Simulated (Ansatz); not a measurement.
# C3N4 (P-43m): from the cell to its phonons, part 2 of 2

How does C3N4 (P-43m) vibrate, and is this structure a minimum?

Ansatz 0.2.0; DFT PBEsol, scalar-relativistic, plane waves, PAW.

So far. Step 4 (Tight relaxation): The largest force component left is 0.25 meV/Å and the pressure is -0.005 GPa, within the tolerances set. The cell now holds 5.76 Å³/atom. The relaxed cell has a = 3.430 Å (conventional setting).

**5. Zone-centre response**

The zone centre is the only wavevector solved here; it holds the modes that light can see, as far as symmetry allows. The response to a homogeneous field gives the Born charges and the dielectric tensor, and its change with displacement the Raman tensors.

input.yaml reads:

```yaml
crystal:
  lattice:
    - [3.430009653, 0.0, 0.0]
    - [0.0, 3.430009653, 0.0]
    - [0.0, 0.0, 3.430009653]
  atoms:
    - { symbol: C, position: [0.0, 0.0, 0.5] }
    - { symbol: C, position: [0.5, 0.0, 0.0] }
    - { symbol: C, position: [0.0, 0.5, 0.0] }
    - { symbol: "N", position: [0.2460314177, 0.2460314177, 0.7539685823] }
    - { symbol: "N", position: [0.7539685823, 0.7539685823, 0.7539685823] }
    - { symbol: "N", position: [0.2460314177, 0.7539685823, 0.2460314177] }
    - { symbol: "N", position: [0.7539685823, 0.2460314177, 0.2460314177] }
kpoints:
  mp_grid: { grid: [8, 8, 8] }
hamiltonian:
  xc: pbesol
scf:
  occupations: { method: fixed }
output:
  eigenvalues: true
phonons:
  method: dfpt
  dielectric: true
  rigid_motions: translations
  raman: true
```

Started as:

```bash
> ansatz run input.yaml --threads 4 --pin off --max-ram 7168MiB --backend cpu --events-out ev --progress --plain --runs-dir out
```

Numbers of over 12 decimals in the logs are rounded to 6 here.

The log of the run:

```text
[...]
Crystal: 7 atoms, lattice volume = 40.354 Å³
Basis set: ecut = 420 eV, 751 PW (Γ), exchange–correlation on 48×48×48 points (8 copies of the dense FFT grid, shifted against one another)
Bands: 23, of which v1, the nominal top of the filled ones, is band 16 counted from 1 (15 counted from 0)
Symmetry: 24 space group operations
k-points: 260 of 512 (irreducible under 1 space group operation, time reversal used)
[...]
SCF iter   1: F=—  HF=-2250.579772 eV  |F-HF|=—  |Δ(HF+E_count)|=         —  Δρ=1.12e-2  dr2=3.99e-2  ethr=1.77e-3  ⟨swp⟩=5.1  Hψ=25335  notcnv=0  defer=1141
[...]
SCF iter   8: F=-2250.568330 eV  HF=-2250.568330 eV  |F-HF|=5.00e-12  |Δ(HF+E_count)|=  2.24e-10  Δρ=1.98e-7  dr2=9.31e-12  ethr=1.00e-12  ⟨swp⟩=12.4  Hψ=35365  notcnv=0
SCF 1 converged in 8 iterations: F = -2250.568330 eV  dr2 = 9.31e-12
[...]
DFPT response loops at Γ: preconditioner auto → none (the input reference at scf.mixing.eps_inf says where Resta's filter doesn't serve); β = 0.50; Broyden in place of MSR1
── the response to a field inside a basis, on 8×8×8 k-points: an SCF that follows is theirs, and a resumed run solves both again ──
Bands: 17, of which v1, the nominal top of the filled ones, is band 16 counted from 1 (15 counted from 0)
k-points: 20 of 512 (time reversal used)
[...]
Eigensolver: Dense (20 Hₖ)
SCF iter   1: F=—  HF=-2250.569770 eV  |F-HF|=—  |Δ(HF+E_count)|=         —  Δρ=6.80e-4  dr2=2.76e-5  ethr=1.00e-1
[...]
SCF iter   6: F=-2250.569786 eV  HF=-2250.569786 eV  |F-HF|=2.73e-12  |Δ(HF+E_count)|=  3.68e-11  Δρ=1.24e-7  dr2=3.71e-12  ethr=1.00e-12
SCF 1 converged in 6 iterations: F = -2250.569786 eV  dr2 = 3.71e-12
[...]
SCF converged after 8 iterations
Free energy (F): -2250.568330 eV
[...]
Internal energy: -2250.568330 eV  (E = F + TS)
E sigma→0 (E₀):  -2250.568330 eV
Fermi energy:    13.353232 eV
[...]
--- Band table (eV; the first three rows and the last of 260) ---
  k-point 0: bands = [... 12 lower, 6.8140, 13.3532, 13.3532, 13.3532, 15.7912, 15.7912, 15.7912, 18.6604, ... 3 higher]
  k-point 1: bands = [... 12 lower, 6.6495, 12.9987, 13.1387, 13.1387, 15.8514, 16.3704, 16.3704, 18.8690, ... 3 higher]
  k-point 2: bands = [... 12 lower, 6.6536, 12.0589, 12.6190, 12.6190, 16.0568, 17.9088, 17.9088, 19.1827, ... 3 higher]
  k-point 259: bands = [... 12 lower, 7.6512, 13.0993, 13.0993, 13.0993, 19.3628, 19.3628, 19.3628, 19.9701, ... 3 higher]
--- Phonons (Γ-DFPT): 3 representative perturbations + reference, on 260 of 512 k-points (Σ response iterations 9) ---
  k mesh reduced under 1 symmetry operation, with k and −k counted as one. Each operation leaves every solved perturbation unchanged. A smaller set is not considered because the run solves the response to a homogeneous field
  ASR residual: 1.412e-5 → 0.000e0 eV/Å²; symmetrization residual: 1.355e-6 eV/Å²
  ASR residual per site (eV/Å²): 5.25e-6 5.25e-6 5.25e-6 1.41e-5 1.41e-5 1.41e-5 1.41e-5
  Γ frequencies (cm⁻¹): 0.00 0.00 0.00 714.68 714.68 714.68 717.83 717.83 717.83 808.50 808.50 808.50 959.20 1011.64 1011.64 1011.64 1073.42 1073.42 1232.88 1232.88 1232.88
  ε∞ (high-frequency dielectric tensor):
        5.309979     0.000000    -0.000000
        0.000000     5.309979    -0.000000
       -0.000000    -0.000000     5.309979
  ε⁰ (static dielectric tensor: ions relaxed, cell fixed):
        7.484199     0.000000    -0.000000
        0.000000     7.484199     0.000000
       -0.000000     0.000000     7.484199
  ε⁰ − ε∞ (ionic part):
        2.174220     0.000000    -0.000000
        0.000000     2.174220     0.000000
       -0.000000     0.000000     2.174220
  softest optical mode at Γ: 714.68 cm⁻¹; the repairs (sum rule, projections) moved no ω² at Γ by more than (1.13 cm⁻¹)²
  Born effective charges Z* (e; rows j = field, columns β = displacement):
    site 0:
         1.66801    0.00000    0.00000
        -0.00000    1.66801   -0.00000
        -0.00000   -0.00000    2.74293
    site 1:
         2.74293    0.00000    0.00000
         0.00000    1.66801    0.00000
        -0.00000   -0.00000    1.66801
    site 2:
         1.66801    0.00000    0.00000
        -0.00000    2.74293   -0.00000
         0.00000   -0.00000    1.66801
    site 3:
        -1.51974    0.11942   -0.11942
         0.11942   -1.51974   -0.11942
        -0.11942   -0.11942   -1.51974
    site 4:
        -1.51974    0.11942    0.11942
         0.11942   -1.51974    0.11942
         0.11942    0.11942   -1.51974
    site 5:
        -1.51974   -0.11942    0.11942
        -0.11942   -1.51974   -0.11942
         0.11942   -0.11942   -1.51974
    site 6:
        -1.51974   -0.11942   -0.11942
        -0.11942   -1.51974    0.11942
        -0.11942    0.11942   -1.51974
  Z* charge neutrality: 3.758e-3 e pre-enforcement
  solved inside a basis spanned on kpoints, on 8×8×8 k-points: ε∞ is read to err by 1.5e-2, Z* by 1.0e-2 e (field_mesh: kpoints solves on kpoints); Z* is corrected for what the basis lacks
  Raman tensors (in the event stream and the table raman_tensors.tsv): an entry may err by 7.8e-2 Å², one of the second-order susceptibility by 1.6e-2 pm/V (basis, points and sum rule); their sum over the sites missed zero by 3.295e-5 Å² ahead of its enforcement
  optical modes at Γ without the LO–TO term, one row a degenerate level:
      ω (cm⁻¹)  modes    IR ((D/Å)²/amu)  static Raman (Å⁴/amu)  depolarisation
        714.68      3            10.5123                52.2311           0.750
        717.83      3             0.0000                 0.0000               —
        808.50      3             0.0000                 0.0000               —
        959.20      1             0.0000                46.5891           0.000
       1011.64      3            93.1128               171.1770           0.750
       1073.42      2             0.0000                51.8784           0.750
       1232.88      3            18.0073                78.6599           0.750
  optical modes at Γ + LO–TO along q̂ = [1.0000, 0.0000, 0.0000]:
      ω (cm⁻¹)  modes    IR ((D/Å)²/amu)  static Raman (Å⁴/amu)  depolarisation
        714.68      2             7.0082                34.8207           0.750
        717.83      3             0.0000                 0.0000               —
        728.99      1             1.2095                26.8077           0.750
        808.50      3             0.0000                 0.0000               —
        959.20      1             0.0000                46.5891           0.000
       1011.64      2            62.0752               114.1180           0.750
       1073.42      2             0.0000                51.8784           0.750
       1131.41      1            17.3607                18.9098           0.750
       1232.88      2            12.0049                52.4399           0.750
       1283.06      1            21.9740                58.1211           0.750
  optical modes at Γ + LO–TO along q̂ = [0.0000, 1.0000, 0.0000]:
      ω (cm⁻¹)  modes    IR ((D/Å)²/amu)  static Raman (Å⁴/amu)  depolarisation
        714.68      2             7.0082                34.8207           0.750
        717.83      3             0.0000                 0.0000               —
        728.99      1             1.2095                26.8077           0.750
        808.50      3             0.0000                 0.0000               —
        959.20      1             0.0000                46.5891           0.000
       1011.64      2            62.0752               114.1180           0.750
       1073.42      2             0.0000                51.8784           0.750
       1131.41      1            17.3607                18.9098           0.750
       1232.88      2            12.0049                52.4399           0.750
       1283.06      1            21.9740                58.1211           0.750
  optical modes at Γ + LO–TO along q̂ = [0.0000, 0.0000, 1.0000]:
      ω (cm⁻¹)  modes    IR ((D/Å)²/amu)  static Raman (Å⁴/amu)  depolarisation
        714.68      2             7.0082                34.8207           0.750
        717.83      3             0.0000                 0.0000               —
        728.99      1             1.2095                26.8077           0.750
        808.50      3             0.0000                 0.0000               —
        959.20      1             0.0000                46.5891           0.000
       1011.64      2            62.0752               114.1180           0.750
       1073.42      2             0.0000                51.8784           0.750
       1131.41      1            17.3607                18.9098           0.750
       1232.88      2            12.0049                52.4399           0.750
       1283.06      1            21.9740                58.1211           0.750
```

It took 6.2 min on 4 threads of Arm Neoverse N1, shared host; peak memory 1.3 GiB; 9.8 min of CPU time.

The column dr2 measures how far the density is from self-consistency, as an energy; F and HF (Harris–Foulkes) agree once it is small.

This step gave:

```
sum-rule residual before enforcement                    : 1.41e-5 eV/Å²
miss of the charge sum rule                             : 0.003758 e
estimated error of the dielectric tensor                : 0.01513
estimated error of the Born charges                     : 0.01010 e
point group                                             : -43m
highest optical mode at the zone centre (no LO-TO term) : 1233 cm⁻¹
lowest optical zone-centre mode                         : 714.7 cm⁻¹
mean high-frequency dielectric constant                 : 5.31
largest Born charge (third of the trace)                : 2.026 e
mean static dielectric constant                         : 7.484
top of the zone-centre spectrum with the field          : 1283 cm⁻¹
```

Without the LO-TO term. Patterns of degenerate modes are one choice out of their space. The modes at Γ (shares of kinetic energy by element, %):

| mode | frequency (cm⁻¹) | symmetry | C % | N % |
| --- | --- | --- | --- | --- |
| 1 | 0.0 | acoustic | 39 | 61 |
| 2 | 0.0 | acoustic | 39 | 61 |
| 3 | 0.0 | acoustic | 39 | 61 |
| 4 | 714.7 | T2 | 8 | 92 |
| 5 | 714.7 | T2 | 8 | 92 |
| 6 | 714.7 | T2 | 8 | 92 |
| 7 | 717.8 | T1 | 41 | 59 |
| 8 | 717.8 | T1 | 41 | 59 |
| 9 | 717.8 | T1 | 41 | 59 |
| 10 | 808.5 | T1 | 59 | 41 |
| 11 | 808.5 | T1 | 59 | 41 |
| 12 | 808.5 | T1 | 59 | 41 |
| 13 | 959.2 | A1 | 0 | 100 |
| 14 | 1011.6 | T2 | 66 | 34 |
| 15 | 1011.6 | T2 | 66 | 34 |
| 16 | 1011.6 | T2 | 66 | 34 |
| 17 | 1073.4 | E | 0 | 100 |
| 18 | 1073.4 | E | 0 | 100 |
| 19 | 1232.9 | T2 | 87 | 13 |
| 20 | 1232.9 | T2 | 87 | 13 |
| 21 | 1232.9 | T2 | 87 | 13 |

Displacements in mode 5 (714.7 cm⁻¹), the largest set to 1:
```
C1   0.00 -0.20  0.36
C2  -0.01 -0.20  0.19
C3   0.00 -0.38  0.19
N4   1.00  0.66 -0.68
N5   0.03 -0.30  0.36
N6  -0.99  0.64 -0.66
N7  -0.02 -0.33  0.34
```

Displacements in mode 21 (1232.9 cm⁻¹), the largest set to 1:
```
C1   0.00  1.00 -0.09
C2   0.00  1.00  0.13
C3   0.00 -0.74  0.13
N4   0.06 -0.28 -0.11
N5   0.08 -0.26  0.04
N6  -0.06 -0.28 -0.11
N7  -0.08 -0.26  0.04
```

Optical modes at the zone centre, without and with the macroscopic field of the longitudinal modes; each column is sorted by frequency, so a row need not hold one and the same mode. Modes with and without the field, by row:

| rank among optical modes | no field (cm⁻¹) | q along (1, 0, 0) (cm⁻¹) |
| --- | --- | --- |
| 1 | 714.7 | 714.7 |
| 2 | 714.7 | 714.7 |
| 3 | 714.7 | 717.8 |
| 4 | 717.8 | 717.8 |
| 5 | 717.8 | 717.8 |
| 6 | 717.8 | 729 |
| 7 | 808.5 | 808.5 |
| 8 | 808.5 | 808.5 |
| 9 | 808.5 | 808.5 |
| 10 | 959.2 | 959.2 |
| 11 | 1012 | 1012 |
| 12 | 1012 | 1012 |
| 13 | 1012 | 1073 |
| 14 | 1073 | 1073 |
| 15 | 1073 | 1131 |
| 16 | 1233 | 1233 |
| 17 | 1233 | 1233 |
| 18 | 1233 | 1283 |

Born charge (rows field, columns displacement) (e), principal values of the symmetric part by kind of site:

| atom | atoms with these values | low | middle | high | mean |
| --- | --- | --- | --- | --- | --- |
| C1 | 3 | 1.67 | 1.67 | 2.74 | 2.03 |
| N4 | 4 | -1.64 | -1.64 | -1.28 | -1.52 |

In full for C1:

```
1.67 0.00 0.00
0.00 1.67 0.00
0.00 0.00 2.74
```

High-frequency dielectric tensor:

```
5.31 0.00 0.00
0.00 5.31 0.00
0.00 0.00 5.31
```

Static dielectric tensor (ions relaxed, fixed cell):

```
7.48 0.00 0.00
0.00 7.48 0.00
0.00 0.00 7.48
```

Transverse modes. Lines of the infrared spectrum (strongest = 100):

| position (cm⁻¹) | label | relative intensity |
| --- | --- | --- |
| 715 | T2 | 11 |
| 718 | T1 | 0.0 |
| 808 | T1 | 0.0 |
| 959 | A1 | 0.0 |
| 1012 | T2 | 100 |
| 1073 | E | 0.0 |
| 1233 | T2 | 19 |

Activity x (w_L - w)^4 (n + 1)/w, 532 nm, 300 K; modes without the macroscopic field alone. Raman lines, with heights relative to the strongest:

| position (cm⁻¹) | label | relative intensity |
| --- | --- | --- |
| 715 | T2 | 47 |
| 718 | T1 | 0.0 |
| 808 | T1 | 0.0 |
| 959 | A1 | 29 |
| 1012 | T2 | 100 |
| 1073 | E | 28 |
| 1233 | T2 | 36 |

Static second-order susceptibility (pm/V), twice the coefficient d of second-harmonic generation. Second order susceptibility, by row:

| field along | xx | yy | zz | yz | xz | xy |
| --- | --- | --- | --- | --- | --- | --- |
| x | 0 | 0 | 0 | 0.64 | 0 | 0 |
| y | 0 | 0 | 0 | 0 | 0.64 | 0 |
| z | 0 | 0 | 0 | 0 | 0 | 0.64 |

Before it was imposed, the acoustic sum rule was missed by 1.4e-5 eV/Å² and the charge sum rule by 0.0038 e. Small misses are needed for a sound result but don't prove that mesh and cutoff are converged. The lowest optical mode is real, 715 cm⁻¹.

**6. Isotope substitution, element C, natural mass 12.011 amu**

An isotope changes the mass and not the force constants, so no new electronic calculation is needed; the shifts show which modes move this element.

The same force constants with the mass of C changed from 12.011 to 13.003 u (phonopy, no LO-TO term). Both lists are sorted by frequency; levels can cross, so a row need not hold one and the same mode. Modes under 3 cm⁻¹ are left out. Isotope shifts, by row:

| q | rank | natural mass (cm⁻¹) | changed mass (cm⁻¹) |
| --- | --- | --- | --- |
| 0 0 0 | 4 | 714.7 | 703.9 |
| 0 0 0 | 5 | 714.7 | 703.9 |
| 0 0 0 | 6 | 714.7 | 703.9 |
| 0 0 0 | 7 | 717.8 | 712.3 |
| 0 0 0 | 8 | 717.8 | 712.3 |
| 0 0 0 | 9 | 717.8 | 712.3 |
| 0 0 0 | 10 | 808.5 | 792.4 |
| 0 0 0 | 11 | 808.5 | 792.4 |
| 0 0 0 | 12 | 808.5 | 792.4 |
| 0 0 0 | 13 | 959.2 | 959.2 |
| 0 0 0 | 14 | 1012 | 985.5 |
| 0 0 0 | 15 | 1012 | 985.5 |
| 0 0 0 | 16 | 1012 | 985.5 |
| 0 0 0 | 17 | 1073 | 1073 |
| 0 0 0 | 18 | 1073 | 1073 |
| 0 0 0 | 19 | 1233 | 1192 |
| 0 0 0 | 20 | 1233 | 1192 |
| 0 0 0 | 21 | 1233 | 1192 |

A mode of this element alone would shift by -3.89 %. The highest zone-centre frequency without the field goes from 1232.9 to 1191.8 cm⁻¹ (-3.3 %). The product of the frequency ratios over all optical modes at Γ is 0.734; the product rule, (m/m′)^(3k/2) (M′/M)^(3/2) with k = 3 such atoms and M the mass of the cell, gives 0.734.

**7. Isotope substitution, element N, natural mass 14.007 amu**

The same for N, from 14.01 to 15.00 u.

The same force constants with the mass of N changed from 14.007 to 15.000 u (phonopy, no LO-TO term). Both lists are sorted by frequency; levels can cross, so a row need not hold one and the same mode. Modes under 3 cm⁻¹ are left out. Isotope shifts, by row:

| q | rank | natural mass (cm⁻¹) | changed mass (cm⁻¹) |
| --- | --- | --- | --- |
| 0 0 0 | 4 | 714.7 | 692.5 |
| 0 0 0 | 5 | 714.7 | 692.5 |
| 0 0 0 | 6 | 714.7 | 692.5 |
| 0 0 0 | 7 | 717.8 | 701.9 |
| 0 0 0 | 8 | 717.8 | 701.9 |
| 0 0 0 | 9 | 717.8 | 701.9 |
| 0 0 0 | 10 | 808.5 | 799 |
| 0 0 0 | 11 | 808.5 | 799 |
| 0 0 0 | 12 | 808.5 | 799 |
| 0 0 0 | 13 | 959.2 | 926.9 |
| 0 0 0 | 14 | 1012 | 1000 |
| 0 0 0 | 15 | 1012 | 1000 |
| 0 0 0 | 16 | 1012 | 1000 |
| 0 0 0 | 17 | 1073 | 1037 |
| 0 0 0 | 18 | 1073 | 1037 |
| 0 0 0 | 19 | 1233 | 1228 |
| 0 0 0 | 20 | 1233 | 1228 |
| 0 0 0 | 21 | 1233 | 1228 |

A mode of this element alone would shift by -3.37 %. The highest zone-centre frequency without the field goes from 1232.9 to 1227.7 cm⁻¹ (-0.4 %). The product of the frequency ratios over all optical modes at Γ is 0.706; the product rule, (m/m′)^(3k/2) (M′/M)^(3/2) with k = 4 such atoms and M the mass of the cell, gives 0.706.

**8. Summary of results**

| Quantity | Value |
| --- | --- |
| space group after relaxation (within 0.01 Å) | P-43m |
| volume per atom | 5.76 Å³ |
| gap on the k-mesh | 2.44 eV |
| highest optical mode at the zone centre (no LO-TO term) | 1233 cm⁻¹ |
| top of the zone-centre spectrum with the field | 1283 cm⁻¹ |
| lowest optical zone-centre mode | 715 cm⁻¹ |
| mean high-frequency dielectric constant | 5.31 |
| mean static dielectric constant | 7.48 |
| largest Born charge (third of the trace) | 2.03 e |
| imaginary modes at Γ (the only wavevector solved) | none |

What this shows: The structure is stable against zone-centre distortions, since no mode there is imaginary; other wavevectors were not solved, so zone-boundary instabilities are untested. Without the field, the optical modes at Γ span 715 to 1233 cm⁻¹. No dispersion was computed. The highest mode in this list at Γ, 1232.9 cm⁻¹, is mostly motion of C (87 % of the kinetic energy). With the macroscopic field of the longitudinal modes the top of the zone-centre spectrum lies at 1283 cm⁻¹, against 1233 cm⁻¹ without it. Lattice motion raises the mean dielectric constant from 5.31 to 7.484. The strongest infrared line is at 1012 cm⁻¹. Averaged over orientations, the strongest Raman line at 532 nm and 300 K is at 1012 cm⁻¹, among the modes without the field; their longitudinal partners can be Raman active too. These are harmonic frequencies at zero temperature: anharmonic shifts, linewidths and thermal expansion are left out.

[Logs are printed without paths, hosts, clocks, repeated set-up lines and the standing remarks that a program may print on its own settings, such as how far it seeks lower states.]

[Hosts, paths, dates, database ids (printed as entryN), source tags and the programs' standing remarks are cut or masked in the printed files.]
